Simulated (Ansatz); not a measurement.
**Li3Cr: relaxing a made-up structure**

This structure for Li3Cr is made up. Its elements were placed in a known structure type with a cell scaled to their sizes. What cell does the guess relax to, and how far off was it?

Method: DFT, PBEsol, plane-wave PAW, files of the set soft_1, scalar-relativistic, ferromagnetic start, cell and ions relaxed at zero pressure; PAW set soft_1, in the first sound run; inputs show where later runs differ, in Ansatz 0.2.0.

### 1. Set-up

Symmetry: Pm-3m, No. 221, cubic system. Conventional cell: a = 3.932 Å, b = 3.932 Å, c = 3.932 Å, α = 90.00°, β = 90.00°, γ = 90.00°. Cr has 12 Li at 2.78 Å nearest. Nearest to Li lie 8 Li at 2.78 Å and 4 Cr at 2.78 Å. Farther neighbours are not listed.

### 2. Relaxation of the guess

The guessed cell has no reason to be at equilibrium. It is relaxed with the atoms, within the space group of the guess.

input.yaml reads:

```yaml
crystal:
  lattice:
    - [3.932, 0.0, 0.0]
    - [0.0, 3.932, 0.0]
    - [0.0, 0.0, 3.932]
  atoms:
    - { symbol: Cr, position: [0.0, 0.0, 0.0], spin: 3.0 }
    - { symbol: Li, position: [0.5, 0.5, 0.0] }
    - { symbol: Li, position: [0.5, 0.0, 0.5] }
    - { symbol: Li, position: [0.0, 0.5, 0.5] }
magnetization:
  spin_polarized: true
kpoints:
  mp_grid: { grid: [7, 7, 7] }
scf:
  occupations: { method: fermi_dirac, width: 0.05 }
hamiltonian:
  xc: pbesol
  pseudopotentials: { kind: paw, azcp: { folder: soft_1 }, xc_functional: pbe }
relax:
  f_tol: 0.015
  max_steps: 70
  cell: {}
output:
  forces: true
  stress: true
```

On the command line:

```console
$ ansatz run input.yaml --threads 4 --pin off --max-ram 8192MiB --backend cpu --events-out ev --progress --plain --runs-dir out
```

Numbers of over 12 decimals in the logs are rounded to 6 here.

The program printed:

```text
Engine: ansatz 0.2.0, x86_64-unknown-linux-gnu
Pseudopotentials: kind: paw
Pseudopotential: Cr, paw, valence charge 14, recommended cutoff 420 eV (normal), soft_1/Cr.paw.azcp
Pseudopotential: Li, paw, valence charge 3, recommended cutoff 420 eV (normal), soft_1/Li.paw.azcp
Functional definition: PBEsol
  exchange = pbesol_x
  correlation = pbesol_c
Crystal: 4 atoms, lattice volume = 60.791 Å³
Basis set: ecut = 420 eV, 1213 PW (Γ), exchange–correlation on 54×54×54 points (8 copies of the dense FFT grid, shifted against one another)
Bands: 17, of which v1, the nominal top of the filled ones, is band 12 counted from 1 (11 counted from 0)
Symmetry: 48 space group operations
Space group: Pm-3m (ITA 221), of the structure as read, at distance tolerance 3.9e-5 Å
Magnetic group: BNS 221.92 (UNI 1594), of the structure as read, at distance tolerance 3.9e-5 Å
k-points: 20 of 343
Non-local potential: Cr, projectors of the file, l = 0: 3, l = 1: 2, l = 2: 3, l = 3: 1
Non-local potential: Li, projectors of the file, l = 0: 3, l = 1: 2, l = 2: 1
PAW form: soft (Blöchl's): semilocal exchange-correlation on the pseudo side does not see the compensation charge
PAW frozen core: Cr, regenerated for the run's functional, and the local potential with it (the file was generated under x = pbe(κ = 0.804, μ = 0.219515), c = pbe(β = 0.066725))
PAW one-centre angular grid: Cr, 590 points (default); XC on 64 Gauss nodes
PAW one-centre angular grid: Li, 110 points (default); XC on 64 Gauss nodes
Initial density: superposition of atomic densities (chi_scale 0.1, normalization cell, long waves kept (reshape's long-wave potential 0.00 eV rms))
Starting moments: Σ|m| = 3 μB on 1 of 4 sites
Initial wavefunctions: pseudopotential atomic-orbital guess
Functional: x = pbesol(κ = 0.804, μ = 0.123457), c = pbesol(β = 0.046)
SCF iter   1: F=—  HF=-3955.843930 eV  |F-HF|=—  |Δ(HF+E_count)|=         —  Δρ=6.50e-2 (↑6.50e-2 ↓5.59e-2)  dr2=1.22e1  dr2_m=4.51e-2  M=3.401 μB ∫|m|=3.469 μB  β_m=0.30  ethr=3.10e-3  ⟨swp⟩=3.4  Hψ=2717  notcnv=0
Mixer restart at iter 1: flushing history
preconditioner: auto → Kerker (q_TF=auto, 2.320 Å⁻¹)  [metal: Δε(μ)=0.015 eV  Ē_g=3.762 eV  σ=0.050 eV  W_gap=0.07  n_scr=18 (ndim 8)  ℏωp=14.3 eV  f_vac=0.000  D(μ)=4.64/eV (n_scr^D=56)]
spin=Collinear: Kerker preconditioning applied to the charge; magnetization (m = ρ↑ − ρ↓) channel mixes plain (no charge-response kernel on spin).
SCF iter   2: F=—  HF=-3955.847190 eV  |F-HF|=—  |Δ(HF+E_count)|=   3.26e-3  Δρ=3.38e-2 (↑1.51e-2 ↓3.38e-2)  dr2=1.91e0  dr2_m=1.57e-1  M=3.466 μB ∫|m|=3.578 μB  β_m=0.37  ethr=3.10e-3  ⟨swp⟩=2.7  Hψ=1718  notcnv=0  defer=7
SCF iter   3: F=—  HF=-3955.672103 eV  |F-HF|=—  |Δ(HF+E_count)|=   1.75e-1  Δρ=2.52e-2 (↑2.52e-2 ↓2.20e-2)  dr2=2.27e-1  dr2_m=2.59e-1  M=3.676 μB ∫|m|=3.841 μB  β_m=0.40  ethr=3.10e-3  ⟨swp⟩=2.2  Hψ=1172  notcnv=0  defer=7
SCF iter   4: F=—  HF=-3956.103999 eV  |F-HF|=—  |Δ(HF+E_count)|=         —  Δρ=4.12e-2 (↑4.12e-2 ↓2.29e-2)  dr2=1.78e-1  dr2_m=5.58e-1  M=4.549 μB ∫|m|=4.774 μB  β_m=0.68  ethr=9.86e-4  ⟨swp⟩=2.5  Hψ=1244  notcnv=0  defer=7
Mixer restart at iter 4: flushing history
SCF iter   5: F=—  HF=-3956.090386 eV  |F-HF|=—  |Δ(HF+E_count)|=   1.36e-2  Δρ=7.88e-3 (↑3.69e-3 ↓7.88e-3)  dr2=3.42e-2  dr2_m=1.23e-2  M=4.545 μB ∫|m|=4.782 μB  β_m=0.70  ethr=7.73e-4  ⟨swp⟩=2.5  Hψ=1443  notcnv=0  defer=7
SCF iter   6: F=—  HF=-3956.088474 eV  |F-HF|=—  |Δ(HF+E_count)|=   1.91e-3  Δρ=1.18e-2 (↑1.18e-2 ↓3.59e-3)  dr2=4.57e-2  dr2_m=3.02e-2  M=4.699 μB ∫|m|=4.943 μB  β_m=0.66  ethr=1.49e-4  ⟨swp⟩=2.4  Hψ=1515  notcnv=0  defer=10
SCF iter   7: F=—  HF=-3956.087786 eV  |F-HF|=—  |Δ(HF+E_count)|=   6.88e-4  Δρ=9.30e-4 (↑7.57e-4 ↓9.30e-4)  dr2=7.47e-4  dr2_m=2.79e-4  M=4.719 μB ∫|m|=4.967 μB  β_m=0.83  ethr=1.49e-4  ⟨swp⟩=2.2  Hψ=1217  notcnv=0  defer=11
SCF iter   8: F=—  HF=-3956.089318 eV  |F-HF|=—  |Δ(HF+E_count)|=   1.53e-3  Δρ=4.52e-4 (↑4.52e-4 ↓2.72e-4)  dr2=2.37e-4  dr2_m=3.40e-5  M=4.766 μB ∫|m|=5.014 μB  β_m=0.92  ethr=3.25e-6  ⟨swp⟩=2.0  Hψ=909  notcnv=0  defer=11
SCF iter   9: F=—  HF=-3956.089448 eV  |F-HF|=—  |Δ(HF+E_count)|=   1.30e-4  Δρ=1.07e-4 (↑1.07e-4 ↓9.43e-5)  dr2=1.55e-5  dr2_m=3.64e-6  M=4.783 μB ∫|m|=5.030 μB  β_m=0.96  ethr=1.03e-6  ⟨swp⟩=2.0  Hψ=886  notcnv=0  defer=11
SCF iter  10: F=—  HF=-3956.089469 eV  |F-HF|=—  |Δ(HF+E_count)|=   2.15e-5  Δρ=3.45e-5 (↑3.45e-5 ↓1.39e-5)  dr2=1.78e-6  dr2_m=7.34e-8  M=4.789 μB ∫|m|=5.035 μB  β_m=0.98  ethr=6.75e-8  ⟨swp⟩=2.0  Hψ=858  notcnv=0  defer=11
SCF iter  11: F=—  HF=-3956.089469 eV  |F-HF|=—  |Δ(HF+E_count)|=   1.50e-7  Δρ=1.09e-5 (↑1.09e-5 ↓4.67e-6)  dr2=7.54e-8  dr2_m=2.81e-8  M=4.789 μB ∫|m|=5.035 μB  β_m=0.99  ethr=7.72e-9  ⟨swp⟩=1.9  Hψ=849  notcnv=0  defer=11
SCF iter  12: F=-3956.089470 eV  HF=-3956.089470 eV  |F-HF|=2.82e-9  |Δ(HF+E_count)|=   9.11e-8  Δρ=2.56e-6 (↑2.56e-6 ↓1.04e-6)  dr2=5.48e-9  dr2_m=1.22e-9  M=4.789 μB ∫|m|=5.035 μB  ethr=3.28e-10  ⟨swp⟩=1.8  Hψ=1829  notcnv=0
SCF 1 converged in 12 iterations: F = -3956.089470 eV  dr2 = 5.48e-9
  greatest PAW one-centre occupation: 1.000 electrons in one spin orbital (limit 2), on the Cr atom at site 0 (counted from 0), in its partial waves of l = 0
relax step   1: F+E_penalty+E_count = -3956.08946956 eV  Δ(F+E_penalty+E_count) = +0.000e0 eV  max|allowed force component| = 4.562e-30 eV/Å  Δτ_max = 0.0000 Å  P = +5.168 GPa  Ω = 60.791 Å³  (12 SCF iters, dr2 threshold 1.00e-7 eV, accepted)
Crystal: 4 atoms, lattice volume = 70.122 Å³
Basis set: ecut = 420 eV, 1357 PW (Γ), exchange–correlation on 54×54×54 points (8 copies of the dense FFT grid, shifted against one another)
Initial density: handed on by an earlier stage of this run
Starting moments: Σ|m| = 3 μB on 1 of 4 sites; this step starts from the density that it was given
Initial wavefunctions: those handed on with the density
iter 1 solved again at ethr=1.29e-3 eV; its pass at ethr=3.10e-3 eV (dr2=2.96e-1 eV) is discarded
SCF iter   1: F=—  HF=-3956.281961 eV  |F-HF|=—  |Δ(HF+E_count)|=         —  Δρ=1.57e-2 (↑1.57e-2 ↓3.45e-3)  dr2=3.00e-1  dr2_m=3.95e-2  M=4.985 μB ∫|m|=5.275 μB  β_m=0.30  ethr=1.29e-3  ⟨swp⟩=1.0  Hψ=4007  notcnv=0
preconditioner: auto → Kerker (q_TF=auto, 2.266 Å⁻¹)  [metal: Δε(μ)=0.099 eV  Ē_g=4.135 eV  σ=0.050 eV  W_gap=0.42  n_scr=18 (ndim 8)  ℏωp=13.3 eV  f_vac=0.000  D(μ)=0.81/eV (n_scr^D=0)]
spin=Collinear: Kerker preconditioning applied to the charge; magnetization (m = ρ↑ − ρ↓) channel mixes plain (no charge-response kernel on spin).
[...]
Crystal: 4 atoms, lattice volume = 71.224 Å³
iter 1 solved again at ethr=6.95e-6 eV; its pass at ethr=3.10e-3 eV (dr2=1.60e-3 eV) is discarded
SCF iter   1: F=—  HF=-3956.242177 eV  |F-HF|=—  |Δ(HF+E_count)|=         —  Δρ=1.11e-3 (↑1.11e-3 ↓3.67e-4)  dr2=1.64e-3  dr2_m=2.23e-4  M=4.923 μB ∫|m|=5.181 μB  β_m=0.65  ethr=6.95e-6  ⟨swp⟩=1.3  Hψ=3821  notcnv=0
preconditioner: auto → Resta (q_TF=auto, 2.260 Å⁻¹)  ε∞=11.9  [insulator: Δε(μ)=0.115 eV  Ē_g=4.003 eV  σ=0.050 eV  W_gap=0.52  n_scr=18 (ndim 8)  ℏωp=13.2 eV  f_vac=0.000  D(μ)=1.10/eV (n_scr^D=6)  ε∞_Penn≈11.9]
spin=Collinear: Resta preconditioning applied to the charge; magnetization (m = ρ↑ − ρ↓) channel mixes plain (no charge-response kernel on spin).
SCF iter   2: F=—  HF=-3956.242109 eV  |F-HF|=—  |Δ(HF+E_count)|=   6.74e-5  Δρ=4.00e-4 (↑4.00e-4 ↓2.85e-4)  dr2=1.55e-4  dr2_m=3.03e-5  M=4.920 μB ∫|m|=5.175 μB  β_m=0.45  ethr=6.95e-6  ⟨swp⟩=2.0  Hψ=1062  notcnv=0
SCF iter   3: F=—  HF=-3956.242075 eV  |F-HF|=—  |Δ(HF+E_count)|=   3.48e-5  Δρ=1.90e-4 (↑1.18e-4 ↓1.90e-4)  dr2=8.74e-5  dr2_m=5.30e-6  M=4.920 μB ∫|m|=5.175 μB  β_m=0.69  ethr=6.74e-7  ⟨swp⟩=2.0  Hψ=970  notcnv=0
SCF iter   4: F=—  HF=-3956.242060 eV  |F-HF|=—  |Δ(HF+E_count)|=   1.44e-5  Δρ=1.49e-4 (↑1.49e-4 ↓6.01e-5)  dr2=1.06e-5  dr2_m=4.12e-6  M=4.918 μB ∫|m|=5.172 μB  β_m=0.84  ethr=3.80e-7  ⟨swp⟩=1.5  Hψ=816  notcnv=0
SCF iter   5: F=—  HF=-3956.242085 eV  |F-HF|=—  |Δ(HF+E_count)|=   2.46e-5  Δρ=4.93e-5 (↑4.93e-5 ↓1.50e-5)  dr2=1.75e-6  dr2_m=4.24e-7  M=4.917 μB ∫|m|=5.171 μB  β_m=0.92  ethr=4.59e-8  ⟨swp⟩=2.0  Hψ=1056  notcnv=0
SCF iter   6: F=—  HF=-3956.242091 eV  |F-HF|=—  |Δ(HF+E_count)|=   5.91e-6  Δρ=1.07e-5 (↑1.07e-5 ↓3.02e-6)  dr2=8.91e-8  dr2_m=2.37e-8  M=4.917 μB ∫|m|=5.171 μB  β_m=0.96  ethr=7.60e-9  ⟨swp⟩=2.0  Hψ=1022  notcnv=0
SCF iter   7: F=-3956.242091 eV  HF=-3956.242091 eV  |F-HF|=4.52e-9  |Δ(HF+E_count)|=   2.33e-7  Δρ=2.48e-6 (↑2.48e-6 ↓7.83e-7)  dr2=6.11e-9  dr2_m=1.12e-9  M=4.917 μB ∫|m|=5.170 μB  ethr=3.87e-10  ⟨swp⟩=1.9  Hψ=2137  notcnv=0
SCF 3 converged in 7 iterations: F = -3956.242091 eV  dr2 = 6.11e-9
relax step   3: F+E_penalty+E_count = -3956.24209103 eV  Δ(F+E_penalty+E_count) = -1.823e-3 eV  max|allowed force component| = 9.116e-31 eV/Å  Δτ_max = 0.0000 Å  P = +0.075 GPa  Ω = 71.224 Å³  energy of the carried Pulay correction = -4.835e-4 eV  (7 SCF iters, dr2 threshold 4.00e-7 eV, accepted)
[...]
relax step   4: F+E_penalty+E_count = -3956.24213252 eV  Δ(F+E_penalty+E_count) = -4.148e-5 eV  max|allowed force component| = 3.505e-30 eV/Å  Δτ_max = 0.0000 Å  P = +0.001 GPa  Ω = 71.435 Å³  energy of the carried Pulay correction = -4.925e-4 eV  (6 SCF iters, dr2 threshold 1.41e-8 eV, accepted)
[...]
relax step   5: F+E_penalty+E_count = -3956.24375691 eV  Δ(F+E_penalty+E_count) = -1.624e-3 eV  max|allowed force component| = 6.208e-30 eV/Å  Δτ_max = 0.0000 Å  P = +0.060 GPa  Ω = 71.435 Å³  stress off target by 6.01e-2 GPa  SCF on the basis re-selected at this cell (its energy is not comparable with the rows above)  (13 SCF iters)
[...]
relax step   6: F+E_penalty+E_count = -3956.24378353 eV  Δ(F+E_penalty+E_count) = -2.662e-5 eV  max|allowed force component| = 8.944e-31 eV/Å  Δτ_max = 0.0000 Å  P = +0.003 GPa  Ω = 71.609 Å³  energy of the carried Pulay correction = -7.562e-6 eV  (7 SCF iters, dr2 threshold 9.04e-9 eV, accepted)
iter 1 solved again at ethr=8.39e-9 eV; its pass at ethr=3.10e-3 eV (dr2=1.93e-6 eV) is discarded
SCF iter   1: F=—  HF=-3956.243789 eV  |F-HF|=—  |Δ(HF+E_count)|=         —  Δρ=7.29e-7 (↑1.90e-7 ↓7.29e-7)  dr2=6.09e-11  dr2_m=8.71e-11  M=4.919 μB ∫|m|=5.173 μB  β_m=0.65  ethr=8.39e-9  ⟨swp⟩=3.0  Hψ=4646  notcnv=0
preconditioner: auto → none  [metal: Δε(μ)=0.109 eV  Ē_g=3.985 eV  σ=0.050 eV  W_gap=0.50  n_scr=6 (ndim 8)  ℏωp=13.2 eV  f_vac=0.000  D(μ)=1.14/eV (n_scr^D=6)]
SCF iter   2: F=—  HF=-3956.243789 eV  |F-HF|=—  |Δ(HF+E_count)|=  9.19e-11  Δρ=2.85e-7 (↑2.85e-7 ↓2.36e-7)  dr2=4.66e-11  dr2_m=2.53e-11  M=4.919 μB ∫|m|=5.173 μB  β_m=0.51  ethr=1.00e-12  ⟨swp⟩=2.1  Hψ=1145  notcnv=0
SCF iter   3: F=—  HF=-3956.243789 eV  |F-HF|=—  |Δ(HF+E_count)|=  9.55e-12  Δρ=1.48e-7 (↑1.25e-7 ↓1.48e-7)  dr2=1.92e-11  dr2_m=5.01e-12  M=4.919 μB ∫|m|=5.173 μB  β_m=0.46  ethr=1.00e-12  ⟨swp⟩=1.7  Hψ=843  notcnv=0
SCF iter   4: F=-3956.243789 eV  HF=-3956.243789 eV  |F-HF|=2.59e-11  |Δ(HF+E_count)|=  4.27e-11  Δρ=1.44e-7 (↑1.44e-7 ↓3.63e-8)  dr2=3.05e-11  dr2_m=2.85e-12  M=4.919 μB ∫|m|=5.173 μB  ethr=1.00e-12  ⟨swp⟩=2.1  Hψ=1985  notcnv=0
SCF 7 converged in 4 iterations: F = -3956.243789 eV  dr2 = 3.05e-11
relax step   7: F+E_penalty+E_count = -3956.24378937 eV  Δ(F+E_penalty+E_count) = -5.840e-6 eV  max|allowed force component| = 1.150e-30 eV/Å  Δτ_max = 0.0000 Å  P = +0.003 GPa  Ω = 71.609 Å³  stress off target by 2.92e-3 GPa  SCF on the basis re-selected at this cell (its energy is not comparable with the rows above)  (4 SCF iters)
basis re-selected at this cell: Δ(F+E_penalty+E_count) = -5.840e-6 eV, ΔP = -0.000 GPa vs the last step (what re-selecting the basis moved, of the pressure what is left beyond the Pulay correction that the steps carried, after the strain that the cell walked since its last selection, with what the two solves' SCF thresholds leave and, on support functions, any second-order correction that the steps lacked; it is no m [...]
SCF converged after 4 iterations
Magnetization: 4.9189 μB (13.9595 up, 9.0405 down)
Absolute magnetization: 5.1703 μB (∫|ρ↑−ρ↓|, with the PAW one-centre terms)
Spin contamination: 0.1358 ħ² per cell (⟨S²⟩ above its minimum at these occupations)
Per-site moments (μB) at R_I (Å): [(4.112126, 1.211242), (0.061509, 1.211242), (0.061509, 1.211242), (0.061509, 1.211242)]
Free energy (F): -3956.243789 eV
Harris-Foulkes:  -3956.243789 eV  (|F-HF|=2.59e-11)
Internal energy: -3956.233775 eV  (E = F + TS)
E sigma→0 (E₀):  -3956.238782 eV
Entropy (-TS):   -0.010014 eV (-2.504 meV/atom)
Fermi energy:    3.947111 eV
--- Per-component energies (eV) ---
  E_band       = -588.692189
  E_kinetic    = 347.366310
  E_local      = -2553.710409  (includes V_loc(G=0)·N_el)
  E_nonlocal   = -5.143568
  E_hartree    = 1063.792444
  E_xc         = -136.301730
  E_vxc        = -174.485100  (∫ρ·V_xc dr)
  E_paw        = -1266.338218  (= ΣΔE_a)
  E_vpaw       = -330.306259  (= ΣTr[D̂ρ^β])
  E_aug_tail   = 0.001622  (compensation charges beyond the density's cutoff)
  E_ewald      = -1406.060225
  E_core_change = 0.160000  (= ΣΔE_core)
  E_smearing   = -0.010014  (= −TS)
  E_closure    = -0.000000  (closes the sum)
  Σ components = -3956.243789   (vs F -3956.243789, Δ=0.00e0)
--- Forces (eV/Å), atoms counted from 1 ---
  atom   1  Cr     0.00000000     0.00000000     0.00000000
  atom   2  Li     0.00000000     0.00000000     0.00000000
  atom   3  Li    -0.00000000     0.00000000    -0.00000000
  atom   4  Li    -0.00000000    -0.00000000    -0.00000000
  max |Σ_I F_I| component: 1.02e-30 eV/Å
--- Stress (GPa, compression-positive) ---
        0.002917       0.000000       0.000000
        0.000000       0.002917      -0.000000
        0.000000      -0.000000       0.002917
  P = ⅓ Tr σ = 0.0029 GPa (0.029 kbar)
--- Relaxed structure (5 steps of the walk, 5 accepted, 2 SCFs on fresh bases) ---
  F+E_penalty+E_count = -3956.24378937 eV   max|allowed force component| = 1.150e-30 eV/Å   (the final SCF, on the basis selected at the relaxed cell)
  cell:  # Å, volume = 71.6088 Å³
    - [4.152619, 0, 0]
    - [0, 4.152619, 0]
    - [0, 0, 4.152619]
  atoms:
    - { symbol: Cr, position: [0, 0, 0] }
    - { symbol: Li, position: [0.5, 0.5, 0] }
    - { symbol: Li, position: [0.5, 0, 0.5] }
    - { symbol: Li, position: [0, 0.5, 0.5] }
```

Elapsed: 12 s, on 4 threads of Intel Xeon Platinum 8259CL at 2.50GHz (Skylake/Cascade Lake), shared host; peak memory 0.42 GiB; 29 s of CPU time.

Step by step:

```csv
step,energy less that of the first step (eV),largest force component (eV/Å),pressure (GPa),volume (Å³)
1,0.0000,0.0000,5.17,60.79
2,-0.1508,0.0000,0.47,70.12
3,-0.1526,0.0000,0.08,71.22
4,-0.1527,0.0000,0.00,71.44
5*,-0.1543,0.0000,0.06,71.44
6,-0.1543,0.0000,0.00,71.61
7*,-0.1543,0.0000,0.00,71.61
```

Relaxation steps marked * repeat the geometry before them on a plane-wave basis chosen anew for their cell, so energy and pressure can jump there.

Forces are held to the 48 operations that the run works with; a distortion that breaks them can't arise in this run.

```csv
"conventional cell, symmetrised",before,after,change
a (Å),3.932,4.153,+5.6 %
b (Å),3.932,4.153,+5.6 %
c (Å),3.932,4.153,+5.6 %
volume (Å³/atom),15.20,17.90,+17.8 %
```

Final coordinates:

```xyz
4
Lattice="4.1526 0.0000 0.0000 0.0000 4.1526 0.0000 0.0000 0.0000 4.1526" Properties=species:S:1:pos:R:3 pbc="T T T"
Cr    0.0000    0.0000    0.0000
Li    2.0763    2.0763    0.0000
Li    2.0763    0.0000    2.0763
Li    0.0000    2.0763    2.0763
```

Numbers from this step:

- free energy: -3956.2438 eV
- energy at zero smearing: -3956.2388 eV
- smearing term TS: 0.01001 eV
- Fermi energy: 3.947 eV
- magnetization: 4.919 μB
- absolute magnetization: 5.170 μB
- site moments: 4.112, 0.06151, 0.06151, 0.06151 μB
- electrons: 23
- symmetry operations: 48
- pressure: 0.002917 GPa

Site moment by atom:

```csv
atom,site moment (μB)
Cr1,4.11
Li2,0.06
Li3,0.06
Li4,0.06
```

Shortest distances by pair of elements, guess and relaxed (not always the same contact):

```csv
pair,guess (Å),relaxed (Å)
Cr–Li,2.780,2.936
Li–Li,2.780,2.936
Cr–Cr,3.932,4.153
```

The relaxation ends with a pressure of 0.00 GPa.

(Continued in part 2 of 2.)

[Logs are printed without paths, hosts, clocks, repeated set-up lines and the standing remarks that a program may print on its own settings, such as how far it seeks lower states.]

[Hosts, paths, dates, database ids (printed as entryN), source tags and the programs' standing remarks are cut or masked in the printed files.]
